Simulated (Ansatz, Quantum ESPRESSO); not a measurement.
# ZnSiS3 (Pm-3m): zone-centre phonons, part 3 of 3

Which modes does ZnSiS3 (Pm-3m) have at the zone centre?

Quantum ESPRESSO 8.0 development, patched; DFT LDA, scalar-relativistic, plane waves, PseudoDojo norm-conserving pseudopotentials.

So far. Step 5 (Zone-centre response): The acoustic modes at Γ come out as far as 0.4 cm⁻¹ from zero, where they should vanish, a small numerical error. The lowest optical mode is imaginary, 202i cm⁻¹, an instability at this level and on this k mesh. Step 6 (Zone-centre analysis): The rule moves no optical mode by more than 0.1 cm⁻¹.

The structure was built from a prototype and need not be the compound's stable phase.

## Step 8: A second program

A second program on the same cell, potentials, cutoff and meshes tests the implementation of the phonon response, not its convergence. Its k mesh is centred on Γ.

This step: DFT LDA, scalar-relativistic, plane waves, PseudoDojo norm-conserving pseudopotentials (Ansatz 0.2.0).

input.yaml

```yaml
crystal:
  lattice:
    - [4.4275243174, 0.0, 0.0]
    - [0.0, 4.4275243174, 0.0]
    - [0.0, 0.0, 4.4275243174]
  atoms:
    - { symbol: Zn, position: [0.0, 0.0, 0.0] }
    - { symbol: Si, position: [0.5, 0.5, 0.5] }
    - { symbol: S, position: [0.5, 0.5, 0.0] }
    - { symbol: S, position: [0.5, 0.0, 0.5] }
    - { symbol: S, position: [0.0, 0.5, 0.5] }
kpoints:
  mp_grid: { grid: [8, 8, 8] }
hamiltonian:
  xc: lda
  pseudopotentials: { kind: nc, accuracy: standard }
scf:
  occupations: { method: cold, width: 0.27211 }
output:
  eigenvalues: true
basis:
  ecutwfc: 1142.878
phonons:
  method: dfpt
```

Started as:

```bash
$ ansatz run input.yaml --threads 4 --pin off --max-ram 16384MiB --backend cpu --events-out ev --progress --plain --runs-dir out
```

Log:

```text
Warning: basis.ecutwfc = 1142.878 eV is below the records' recommended 1142.878222 eV, and the density's cutoff is lower with it unless basis.ecutrho_ratio is high enough to keep the records' density cutoff: compare with a run at a higher cutoff
zone centre: on kpoints.mp_grid the ground state, and the responses unless they are solved on pairs of k-points, stand on 125 of the mesh's 512 k-points, reduced under 8 symmetry operations, with k and −k counted as one. Each operation leaves every solved displacement unchanged or reverses it
Engine: ansatz 0.2.0, x86_64-unknown-linux-gnu
Pseudopotentials: kind: nc
Pseudopotential: Zn, nc, valence charge 20, recommended cutoff 1142.878222 eV (normal), Zn.nc.azcp (PseudoDojo's, or run here from an input of PseudoDojo's; its table is named by hamiltonian.pseudopotentials.accuracy)
Pseudopotential: Si, nc, valence charge 4, recommended cutoff 435.38218 eV (normal), Si.nc.azcp (PseudoDojo's, or run here from an input of PseudoDojo's; its table is named by hamiltonian.pseudopotentials.accuracy)
Pseudopotential: S, nc, valence charge 6, recommended cutoff 734.707429 eV (normal), S.nc.azcp (PseudoDojo's, or run here from an input of PseudoDojo's; its table is named by hamiltonian.pseudopotentials.accuracy)
Functional definition: SPW92
  exchange = slater_x
  correlation = pw_c
Crystal: 5 atoms, lattice volume = 86.793 Å³
Basis set: ecut = 1142.878 eV, 7521 PW (Γ), exchange–correlation on 100×100×100 points (8 copies of the dense FFT grid, shifted against one another)
Bands: 26, of which v1, the nominal top of the filled ones, is band 21 counted from 1 (20 counted from 0)
Symmetry: 48 space group operations
k-points: 125 of 512 (irreducible under 8 space group operations)
Non-local potential: Zn, projectors of the file, l = 0: 2, l = 1: 2, l = 2: 2
Non-local potential: Si, projectors of the file, l = 0: 2, l = 1: 2, l = 2: 2
Non-local potential: S, projectors of the file, l = 0: 2, l = 1: 2, l = 2: 2
Initial density: superposition of atomic densities (chi_scale 0.1, normalization cell, long waves kept (reshape's long-wave potential 0.03 eV rms))
Initial wavefunctions: pseudopotential atomic-orbital guess
Functional: x = slater, c = lda
SCF iter   1: F=—  HF=-6703.785992 eV  |F-HF|=—  |Δ(HF+E_count)|=         —  Δρ=6.88e-2  dr2=3.12e0  ethr=3.10e-3  ⟨swp⟩=6.9  Hψ=16681  notcnv=0
preconditioner: auto → Kerker (q_TF=auto, 2.417 Å⁻¹)  [metal: Δε(μ)=0.015 eV  Ē_g=10.261 eV  σ=0.272 eV  W_gap=0.04  n_scr=18 (ndim 8)  ℏωp=23.2 eV  f_vac=0.000  D(μ)=4.40/eV (n_scr^D=32)]
SCF iter   2: F=—  HF=-6702.876872 eV  |F-HF|=—  |Δ(HF+E_count)|=   9.09e-1  S|Δr|=    0.00e0  Δρ=2.08e-2  dr2=3.21e-1  ethr=3.10e-3  ⟨swp⟩=2.9  Hψ=7524  notcnv=0
SCF iter   3: F=—  HF=-6702.781496 eV  |F-HF|=—  |Δ(HF+E_count)|=   9.54e-2  S|Δr|=    0.00e0  Δρ=7.48e-3  dr2=3.22e-2  ethr=7.64e-4  ⟨swp⟩=2.0  Hψ=4297  notcnv=0
SCF iter   4: F=—  HF=-6702.771541 eV  |F-HF|=—  |Δ(HF+E_count)|=   9.96e-3  S|Δr|=    0.00e0  Δρ=7.64e-4  dr2=2.69e-4  ethr=7.66e-5  ⟨swp⟩=2.5  Hψ=5937  notcnv=0
SCF iter   5: F=—  HF=-6702.771556 eV  |F-HF|=—  |Δ(HF+E_count)|=   1.49e-5  S|Δr|=    0.00e0  Δρ=1.95e-4  dr2=2.02e-5  ethr=6.39e-7  ⟨swp⟩=2.1  Hψ=5452  notcnv=0
SCF iter   6: F=—  HF=-6702.771544 eV  |F-HF|=—  |Δ(HF+E_count)|=   1.11e-5  S|Δr|=    0.00e0  Δρ=3.81e-5  dr2=9.55e-7  ethr=4.81e-8  ⟨swp⟩=2.6  Hψ=6098  notcnv=0
SCF iter   7: F=—  HF=-6702.771156 eV  |F-HF|=—  |Δ(HF+E_count)|=   3.88e-4  S|Δr|=    0.00e0  Δρ=7.06e-6  dr2=3.94e-8  ethr=2.27e-9  ⟨swp⟩=1.9  Hψ=4595  notcnv=0
SCF iter   8: F=—  HF=-6702.771156 eV  |F-HF|=—  |Δ(HF+E_count)|=   2.23e-9  S|Δr|=    0.00e0  Δρ=1.20e-6  dr2=1.67e-9  ethr=9.39e-11  ⟨swp⟩=2.1  Hψ=5310  notcnv=0
SCF iter   9: F=—  HF=-6702.771156 eV  |F-HF|=—  |Δ(HF+E_count)|=  7.19e-11  S|Δr|=    0.00e0  Δρ=2.88e-7  dr2=1.21e-10  ethr=3.98e-12  ⟨swp⟩=1.6  Hψ=3906  notcnv=0
SCF iter  10: F=-6702.771156 eV  HF=-6702.771156 eV  |F-HF|=1.82e-12  |Δ(HF+E_count)|=  1.82e-12  S|Δr|=    0.00e0  Δρ=5.98e-8  dr2=1.94e-12  ethr=1.00e-12  ⟨swp⟩=8.6  Hψ=18733  notcnv=0
SCF 1 converged in 10 iterations: F = -6702.771156 eV  dr2 = 1.94e-12
DFPT response loops at Γ: preconditioner auto → Kerker (q_TF=auto, 2.417 Å⁻¹) (partly filled bands, converged f_vac=0.000); β = 1.00, the filter's whole step (`scf.mixing.beta` (0.50) is not read by the response loops under this deck's `scf.mixing.preconditioner`; to damp them name `kerker` or `kerker_dos`, under which they read `scf.mixing.beta`, and type it under 1.00, their step now; both keys bind the ground state too); Broyden in place of MSR1
SCF converged after 10 iterations
Stability not checked: this state was not tested for a lower state beside it, because cold or Methfessel-Paxton smearing, or corrected tetrahedra, fill the levels in a way that the test cannot read (fill_not_monotonic; see scf.lower_state_search)
Free energy (F): -6702.771156 eV
Harris-Foulkes:  -6702.771156 eV  (|F-HF|=1.82e-12)
Internal energy: -6702.759362 eV  (E = F + TS)
E sigma→0 (E₀):  -6702.767225 eV
Entropy (-TS):   -0.011794 eV (-2.359 meV/atom)
Fermi energy:    7.970305 eV
Step filling:    the computed levels leave a gap of 0.0000 eV = 0.0 smearing widths at the electron count; against every level under it full and every level over it empty, smearing changes F+E_penalty+E_count by -3.258 meV and its σ→0 estimate by +0.674 meV
--- Per-component energies (eV) ---
  E_band       = -593.351519
  E_kinetic    = 2874.395943
  E_local      = -6615.798999  (includes V_loc(G=0)·N_el)
  E_nonlocal   = -1167.757049
  E_hartree    = 2646.416065
  E_xc         = -904.587534
  E_vxc        = -977.023635  (∫ρ·V_xc dr)
  E_ewald      = -3535.427788
  E_smearing   = -0.011794  (= −TS)
  E_closure    = -0.000000  (closes the sum)
  Σ components = -6702.771156   (vs F -6702.771156, Δ=0.00e0)
--- Band table (eV; the first three rows and the last of 125) ---
  k-point 0: bands = [... 17 lower, 7.0181, 7.0181, 7.0669, 7.0669, 7.0669, 8.2394, 12.5121, 12.5121, ... 1 higher]
  k-point 1: bands = [... 17 lower, 6.7445, 6.7445, 6.9082, 7.0825, 7.0825, 9.0357, 12.5617, 12.9800, ... 1 higher]
  k-point 2: bands = [... 17 lower, 6.1245, 6.1245, 6.6668, 7.1786, 7.1786, 10.1220, 12.6910, 12.9185, ... 1 higher]
  k-point 124: bands = [... 17 lower, 6.1609, 6.1609, 8.9003, 8.9003, 8.9003, 10.8898, 10.8898, 10.8898, ... 1 higher]
--- Phonons (Γ-DFPT): 4 representative perturbations + reference, on 125 of 512 k-points (Σ response iterations 12) ---
  k mesh reduced under 8 symmetry operations, with k and −k counted as one. Each operation leaves every solved displacement unchanged or reverses it
  ASR residual: 5.973e-5 → 0.000e0 eV/Å²; symmetrization residual: 5.575e-6 eV/Å²
  ASR residual per site (eV/Å²): 4.06e-5 3.29e-5 5.97e-5 5.97e-5 5.97e-5
  Γ frequencies (cm⁻¹): -202.15 -202.15 -202.15 -148.48 -148.48 -148.48 -56.11 -56.11 -56.11 0.00 0.00 0.00 425.33 425.33 425.33
  non-analytic LO–TO correction: not included (Born effective charges unavailable; polar crystals: no LO–TO splitting at Γ)
```

The job ended after 1.8 min (4 threads of Intel Xeon Platinum 8259CL at 2.50GHz (Skylake/Cascade Lake), shared host; peak memory 3.6 GiB; 7 min of CPU time).

Numbers from this step:

* sum-rule residual before enforcement: 5.97e-5 eV/Å²

## Step 9: Side by side: QE PseudoDojo and Ansatz, PseudoDojo

Worked out from the results:

| Property | Result |
| --- | --- |
| root-mean-square difference | 0.03 cm⁻¹ |
| largest difference | 0.06 cm⁻¹ |

At the zone centre the largest difference (acoustic modes at Γ apart) is 0.01 % of the highest mode.

## Step 10: What came out

```yaml
space_group_after_relaxation: Pm-3m
volume_per_atom: 17.4 Å³
highest_optical_zone_centre_mode_no_lo_to_term: 425.3 cm⁻¹
lowest_optical_zone_centre_mode: -202.2 cm⁻¹
imaginary_optical_modes_at_the_zone_centre_no_q_mesh_in_this_session: yes
largest_difference_from_ansatz_pseudodojo: 0.06 cm⁻¹
```

At the LDA level the optical modes of ZnSiS3 (Pm-3m) at the zone centre run from 202i to 425 cm⁻¹, so the structure is a saddle point, with 9 modes beyond 10i cm⁻¹ there. Of the 12 optical modes, 3 are silent and 9 are infrared active alone. QE PseudoDojo and Ansatz, PseudoDojo agree to 0.06 cm⁻¹ (0.01 % of the highest mode compared) on all solved modes but the acoustic ones at Γ, without the LO-TO term. These are harmonic frequencies at zero temperature: anharmonic shifts and linewidths and thermal expansion are left out. In a metal the frequencies hang on the k mesh and the smearing, most of all near Kohn anomalies. The build is a development version in which the Raman tensors of release 7.5 are mended; dynmat.x leaves out the electro-optic term of LO lines. The structure is a hypothetical one, built on a prototype.

[Host names and launcher messages were left out of these logs when they were recorded.]

[Logs are printed without paths, hosts, clocks, repeated set-up lines and the standing remarks that a program may print on its own settings, such as how far it seeks lower states.]

[Hosts, paths, dates, database ids (printed as entryN), source tags and the programs' standing remarks are cut or masked in the printed files.]
